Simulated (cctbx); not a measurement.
**Symmetry from intensities**

Cell: a = 13.1020 Å, b = 3.9650 Å, c = 13.5280 Å, α = 90.00°, β = 90.00°, γ = 90.00°. Expected content of the cell: Ho8 Te16 Zn4.

The data are simulated with cctbx, not measured: Mo Kα, λ = 0.71073 Å, to d = 0.8 Å, 80 % of the full sphere, strongest reflection 70000 counts, noise from counting, a 6 % proportional error and a noise floor of 2 counts (s.d.); no absorption, some extinction.

A first pass over the reflections prints:

```text
4537 reflections to d = 0.800 A
centring   violations  <I/sigma> of those
    A       1905 of  2302     10.3
    B       1819 of  2256     10.4
    C       1882 of  2274     10.4
    I       1880 of  2326     10.2
    R       2524 of  3049     10.5
    F       2803 of  3416     10.3
Laue class    unique    Rint  (classes that these axes allow; Friedel mates merged)
P -1             2718   0.041
P 1 2/m 1        1620   0.046
P 1 1 2/m        1486   0.048
P 2/m 1 1        1483   0.046
P m m m           889   0.051
space group    extra absences  I>4sigma  <I/sigma>
P 2 2 2                 0          0         -  acentric
P 2 2 21               10          0       0.3  acentric
P 21 2 2                9          0       0.1  acentric
P 2 21 2                3          0       0.1  acentric
P 21 21 2              12          0       0.1  acentric
P 2 21 21              13          0       0.3  acentric
P 21 2 21              19          0       0.2  acentric
P 21 21 21             22          0       0.2  acentric
P m m 2                 0          0         -  acentric
P 2 m m                 0          0         -  acentric
P m 2 m                 0          0         -  acentric
P 21 m a              102          0       0.0  acentric
P m 2 a               102          0       0.0  acentric
P n m 21              103          0       0.1  acentric
P n 21 m              103          0       0.1  acentric
P n 21 a              205          0       0.1  acentric
P m m m                 0          0         -  centric
P m m a               102          0       0.0  centric
P n m m :1            103          0       0.1  centric
P n m m :2            103          0       0.1  centric
P n m a               205          0       0.1  centric
Wilson B = 1.34 A^2   <|E^2-1|> = 0.975 (0.968 centric, 0.736 acentric)   E^2>4: 4.7 %
shell (A)         n   <I/sigma>
13.53 - 1.60    137     20.0
 1.60 - 1.27    113     20.6
 1.27 - 1.11    117     23.4
 1.11 - 1.01    102     19.9
 1.01 - 0.94    118     20.6
 0.94 - 0.88    105     22.8
 0.88 - 0.84    105     21.0
 0.84 - 0.80     92     19.5
```

**Question.** What are the lattice type, the Laue class and the likely space group?

Every centring test has many violations, so the lattice is primitive.

Rint stays low (0.041 to 0.051) up to P m m m, the highest class in these axes.

21 settings pass the absence test. The most absences obeyed, 205, belong to P n 21 a and P n m a, which absences can't tell apart.

⟨|E²−1|⟩ = 0.975 leans to a centrosymmetric structure. The Wilson B of 1.34 Å² means U ≈ 0.0170 Å².

The true group is Pnma (no. 62), Laue class mmm, centrosymmetric. The tables only narrow the choice to the tied entries; cell content, site symmetry and trial solutions must settle it.

This is a model crystal, built by substitution and not relaxed, with assumed displacement parameters.

[Logs are printed without paths, hosts, clocks, repeated set-up lines and the standing remarks that a program may print on its own settings, such as how far it seeks lower states.]
